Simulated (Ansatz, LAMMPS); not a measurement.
## Amorphous Ge (61 atoms): a short ab initio trajectory

Wanted: a short trajectory of amorphous Ge (61 atoms) with its pair distributions.

Program: Ansatz 0.2.0. Level of theory: Kohn-Sham DFT, PBE, PAW (set soft_2), plane waves. Results are calculated unless marked as measured.

## 1. Starting point

The cell holds 61 atoms: 61 Ge. Cell: a = 11.099 Å, b = 11.099 Å, c = 11.099 Å, α = 90.0°, β = 90.0°, γ = 90.0°. 61 atoms (61 Ge) placed at random at 5.38 g/cm³, melted at 3500 K for 10 ps at fixed volume with the Tersoff potential (Tersoff, Phys. Rev. B 39, 5566 (1989)). Quenched from 3500 K to 100 K at 5 K/ps and fixed volume, held 5 ps, then minimised at fixed cell.

Limits known from the start: The quench rate of 5 K/ps is orders of magnitude faster than experiment, which tends to freeze in extra defects. The starting topology of bonds comes from the classical model. The Brillouin zone is sampled at Γ only, in a cell whose shortest periodic width is 11 Å.

## 2. Single point at the start

The forces at the start show how far the geometry lies from a minimum of this functional.

Input file input.yaml:

```yaml
crystal:
  lattice:
    - [11.0988, 0.0, 0.0]
    - [0.0, 11.0988, 0.0]
    - [0.0, 0.0, 11.0988]
  atoms:
    - { symbol: Ge, position: [0.86395, 0.69006, 0.51904] }
    - { symbol: Ge, position: [0.18642, 0.78725, 0.1209] }
    - { symbol: Ge, position: [0.4683, 0.89072, 0.34933] }
    - { symbol: Ge, position: [0.54561, 0.61026, 0.08755] }
    [... 51 atom lines left out ...]
    - { symbol: Ge, position: [0.50707, 0.19342, 0.57593] }
    - { symbol: Ge, position: [0.29522, 0.93749, 0.48259] }
    - { symbol: Ge, position: [0.03969, 0.19299, 0.73673] }
    - { symbol: Ge, position: [0.96613, 0.39758, 0.80578] }
    - { symbol: Ge, position: [0.15545, 0.07651, 0.38932] }
    - { symbol: Ge, position: [0.17943, 0.57625, 0.41876] }
kpoints:
  mp_grid: { grid: [1, 1, 1] }
hamiltonian:
  xc: pbe
scf:
  occupations: { method: gaussian, width: 0.05 }
output:
  forces: true
```

Run with:

```
> ansatz run input.yaml --threads 4 --pin off --max-ram 8192MiB --backend cpu --events-out ev --progress --plain --runs-dir out
```

Elapsed: 19 s, on 4 threads of Arm Neoverse V2, shared host; peak memory 2 GiB; 70 s of CPU time.

The run gave:

* free energy: -261977.8545 eV
* free energy per atom: -4294.7189 eV/atom
* SCF cycles: 10
* r.m.s. force component: 0.2647 eV/Å
* longest force: 0.9231 eV/Å
* Fermi energy: 8.403 eV

The r.m.s. force component of 0.26 eV/Å sets the starting point.

Neighbours are counted within 2.93 Å (Ge-Ge).

Length of the force by element and coordination:

```
element  coordination  atoms  mean length of the force (eV/Å)  spread  least   most
     Ge           all     61                            0.416   0.192  0.116  0.923
     Ge             4     53                            0.396   0.182  0.116  0.923
     Ge             5      8                            0.552   0.200  0.190  0.883
```

## 3. Dynamics at 300 K

A Nosé–Hoover thermostat steers the temperature while disturbing the dynamics little. The time step is 2.0 fs.

input.yaml: that of step 2 with these lines changed.

```diff
@@ -15 +15,8 @@
   forces: true
+md:
+  timestep: 2.0
+  n_steps: 96
+  ensemble: nvt_nose_hoover
+  temperature: 300
+  initial_velocities: maxwell_boltzmann
+  seed: 2745
```

It took 18 min on 4 threads; peak memory 2.2 GiB; 70 min of CPU time.

The program notes that it switched symmetry off.

The trajectory, sampled:

```
time (fs)  T (K)  potential (meV/atom)  conserved (meV/atom)
      0.0    300                   0.0                  0.00
     12.0    268                   4.1                  0.01
     26.0    191                  14.0                  0.03
     38.0    178                  16.0                  0.03
     52.0    245                   8.4                  0.02
     64.0    305                   1.9                  0.00
     76.0    312                   2.4                  0.01
     90.0    278                   8.1                  0.03
    102.0    276                   9.4                  0.03
    116.0    314                   5.6                  0.02
    128.0    342                   2.9                  0.01
    140.0    343                   3.4                  0.02
    154.0    323                   6.4                  0.02
    166.0    310                   8.1                  0.02
    180.0    312                   8.0                  0.02
    192.0    302                   9.3                  0.02
```

Mean square displacement from the first frame to the last: Ge 0.14 Å².

Table of mean square displacement, Ge by time lag:

```
time lag (fs)  mean square displacement, Ge (Å²)
          2.0                             3.9e-5
          4.0                             1.5e-4
          8.0                             6.1e-4
         12.0                            0.00137
         16.0                            0.00242
         20.0                            0.00373
         24.0                            0.00530
         28.0                            0.00710
         32.0                            0.00911
         36.0                             0.0113
         40.0                             0.0137
         44.0                             0.0162
         48.0                             0.0189
         52.0                             0.0217
         56.0                             0.0245
         60.0                             0.0275
         64.0                             0.0305
         68.0                             0.0335
         72.0                             0.0365
         76.0                             0.0396
         80.0                             0.0427
         84.0                             0.0457
         88.0                             0.0488
         92.0                             0.0519
         96.0                             0.0550
```

Over the second half of 192 fs the temperature averages 315 K with swings of 21 K r.m.s. The conserved energy stays within 0.03 meV/atom. The atoms reach a mean square displacement of 0.14 Å² at the end; the farthest move is 0.84 Å. The count of bonds goes from 126 in the first frame to 125 in the last, by one set of cutoffs: 4 pairs passed out of them and 3 came within. The run spans 0.19 ps, too short for its means to be equilibrium values.

## 4. Local order late in the run

The g(r) is a mean over the second half; what follows it is taken at the last frame.

Bonds before and after, by the cutoffs listed below:

```
 pair  bonds before  bonds after  mean before (Å)  mean after (Å)  spread before (Å)  spread after (Å)
Ge-Ge           126          125            2.488           2.498              0.077             0.104
```

Density 5.38 g/cm³, 22.41 Å³ an atom.

Mean of 14 frames. Pair distribution function in bins of 0.2 Å:

```
r (Å)  total
 2.30   0.70
 2.50   4.69
 2.70   0.36
 2.90   0.16
 3.10   0.10
 3.30   0.21
 3.50   0.77
 3.70   1.27
 3.90   1.96
 4.10   1.92
 4.30   1.21
 4.50   0.94
 4.70   0.73
 4.90   0.88
 5.10   0.81
 5.30   0.71
```

Bonds by pair of elements; cutoffs follow the first minimum of g(r), held within bounds set by covalent radii, and pairs that aren't listed don't count as bonded:

```
pair A-B  cutoff (Å)  bonds  mean length (Å)  spread (Å)  shortest (Å)  B about A  A about B
   Ge-Ge        3.02    125             2.50       0.104          2.35       4.10       4.10
```

How many atoms have how many bonded neighbours:

```
element  mean   4  5
     Ge  4.10  55  6
```

Bond angles, per cent of each kind in bins of 5°:

```
angle (°)  Ge-Ge-Ge
    50–55       0.5
    55–60       0.5
    60–65       0.0
    65–70       0.5
    70–75       0.5
    75–80       1.3
    80–85       3.1
    85–90       4.4
    90–95       7.4
   95–100      10.8
  100–105      13.8
  105–110      16.7
  110–115      12.6
  115–120       7.4
  120–125       6.2
  125–130       6.4
  130–135       3.6
  135–140       1.5
  140–145       0.5
  145–150       0.8
  150–155       0.5
  155–160       0.3
  160–165       0.3
  165–170       0.3
  170–175       0.3
```

Bond angles (no mean is given where the spread exceeds 20°):

```
   angle  count  mean (°)  spread (°)
Ge-Ge-Ge    390       108        16.4
```

Bond length by coordination (bonds to H left out):

```
element  coordination  atoms  mean bond length (Å)
     Ge             4     55                  2.48
     Ge             5      6                  2.61
```

Rings of the network by King's shortest-path rule, up to 12 atoms, one path for each pair of neighbours; H, halogens, alkali and alkaline-earth atoms are left out, and the last column divides by all other atoms, bonded or not:

```
ring size (atoms)  rings  per network atom
                3      2             0.033
                4      5             0.082
                5     31             0.508
                6     49             0.803
                7     31             0.508
                8      1             0.016
```

The first peak of g(r) lies near 2.5 Å. With the cutoffs above, 90 % of Ge atoms have 4 bonded neighbours. The Ge-Ge-Ge angle averages 108° with a spread of 16°. Bonds at Ge atoms with 4 neighbours average 2.48 Å, against 2.61 Å at those with 5. Rings of 6 atoms are the most common (41 % of those counted); sizes run from 3 to 8.

## 5. Single point at the last frame

The last frame is solved once more, with the analyses that the dynamics left out.

Input file input.yaml:

```yaml
crystal:
  lattice:
    - [11.0988, 0.0, 0.0]
    - [0.0, 11.0988, 0.0]
    - [0.0, 0.0, 11.0988]
  atoms:
    - { symbol: Ge, position: [0.8464, 0.69887, 0.53095] }
    - { symbol: Ge, position: [0.20788, 0.79063, 0.11985] }
    - { symbol: Ge, position: [0.45726, 0.8759, 0.33333] }
    - { symbol: Ge, position: [0.53544, 0.60681, 0.05193] }
    [... 51 atom lines left out ...]
    - { symbol: Ge, position: [0.46449, 0.19946, 0.59258] }
    - { symbol: Ge, position: [0.27161, 0.91904, 0.45988] }
    - { symbol: Ge, position: [0.04815, 0.1864, 0.7424] }
    - { symbol: Ge, position: [0.96893, 0.3961, 0.80293] }
    - { symbol: Ge, position: [0.1735, 0.0767, 0.34068] }
    - { symbol: Ge, position: [0.13937, 0.57395, 0.417] }
kpoints:
  mp_grid: { grid: [1, 1, 1] }
hamiltonian:
  xc: pbe
scf:
  occupations: { method: gaussian, width: 0.05 }
output:
  forces: true
  stress: true
  populations: true
  dos:
    method: { smearing: { sigma: 0.08 } }
    de: 0.1
    projected: { site_lists: { Ge: [Ge] } }
  eigenvalues: true
  write_density: true
  write_potential: true
  volumetric_format: npy
  elf: true
```

Elapsed: 36 s, on 4 threads; peak memory 2 GiB; 2.3 min of CPU time.

Numbers from this run:

| Item | Value |
| --- | --- |
| free energy | -261977.2881 eV |
| free energy per atom | -4294.7096 eV/atom |
| SCF cycles | 12 |
| pressure | 4.735 GPa |
| r.m.s. force component | 0.4034 eV/Å |
| longest force | 1.186 eV/Å |
| Fermi energy | 8.41 eV |
| gap (highest filled to lowest empty level) | 0.4043 eV |
| spilling of the projection | 0.001671 |

Neighbours are counted within 3.02 Å (Ge-Ge), the cutoffs taken from the dynamics.

Length of the force by element and coordination:

```
element  coordination  atoms  mean length of the force (eV/Å)  spread   least   most
     Ge           all     61                            0.648   0.263  0.0884   1.19
     Ge             4     55                            0.646   0.268  0.0884   1.19
     Ge             5      6                            0.664   0.202   0.429  0.952
```

The mean of these charges, 0.023 e, is only the charge that the projection spills.

Löwdin charges by element and coordination (they lack the spilled electrons, 0.023 e an atom on average):

```
element  coordination  atoms  mean charge (e)  spread    least    most
     Ge           all     61           0.0234  0.0233  -0.0205  0.0743
     Ge             4     55           0.0234   0.023  -0.0205  0.0743
     Ge             5      6           0.0233  0.0267   -0.015  0.0585
```

Density of states as counts of states in windows of 1 eV (from the Fermi level), total and the larger projections:

```
from (eV)  to (eV)  total  Ge p  Ge s
      -18      -13    0.0   0.0   0.0
      -13      -12    2.0   0.0   2.0
      -12      -11   12.2   3.2   8.9
      -11      -10   24.5   7.3  17.1
      -10       -9   15.3   4.9  10.3
       -9       -8   12.8   4.3   8.4
       -8       -7   19.8   7.5  12.2
       -7       -6   15.1   6.9   8.1
       -6       -5   14.8   8.3   6.4
       -5       -4   11.1   8.6   2.4
       -4       -3   26.4  24.4   1.9
       -3       -2   27.0  24.6   2.3
       -2       -1   39.9  36.7   2.9
       -1        0   23.1  20.7   2.0
        0        1   16.0  11.1   4.4
        1        2   26.1  18.1   6.5
        2        3   30.5  22.2   5.5
        3        4   35.9  26.6   5.0
        4        5   33.2  23.7   3.7
```

The curve was stored every 0.10 eV, coarse against its broadening of 0.08 eV, so these counts are rough.

Between -25 and -18 eV lie 610 more states.

The levels nearest the highest filled one (over half full), pooled over k-points and spins:

```
level less the highest filled one (eV)  occupation
                                -0.453           2
                                -0.442           2
                                -0.319           2
                                -0.192           2
                                -0.013           2
                                     0           2
                                 0.404           0
                                 0.543           0
                                 0.647           0
                                 0.821           0
                                 0.921           0
                                 0.996           0
```

Löwdin charges run from -0.02 to +0.07 e, about a mean that is the spilled charge alone. The largest share in the top eV of filled states is Ge p (92 % of the projected weight), and in the lowest eV of empty states Ge p (72 % of the projected weight).

## 6. Summary of results

```
mean temperature, second half                                : 315.4 K
temperature swing, second half                               : 20.68 K
slope of the conserved energy against time, by least squares : 0.0251 meV/atom/ps
free energy per atom                                         : -4294.7096 eV/atom
pressure                                                     : 4.735 GPa
r.m.s. force component                                       : 0.4034 eV/Å
gap (highest filled to lowest empty level)             : 0.4043 eV
wall time of the 3 DFT runs                                  : 19 min
```

In words: Over the second half of 192 fs the temperature averages 315 K with swings of 21 K r.m.s. The conserved energy stays within 0.03 meV/atom. The count of bonds goes from 126 in the first frame to 125 in the last, by one set of cutoffs: 4 pairs passed out of them and 3 came within. The run spans 0.19 ps, too short for its means to be equilibrium values. With the cutoffs above, 90 % of Ge atoms have 4 bonded neighbours. Between filled and empty levels lie 0.404 eV (at Γ alone); a semilocal functional tends to put such gaps too low. In a disordered cell it changes from sample to sample, and tail or defect levels can set it.

Caveats: The network of bonds at the start is that of the classical potential that made the cell; in DFT 4 of its 126 bonded pairs passed out of the cutoffs and 3 came within them. The pressure of 4.7 GPa is that of one thermal frame at a volume set beforehand, without the kinetic term.

[Logs are printed without paths, hosts, clocks, repeated set-up lines and the standing remarks that a program may print on its own settings, such as how far it seeks lower states.]

[Hosts, paths, dates, database ids (printed as entryN), source tags and the programs' standing remarks are cut or masked in the printed files.]
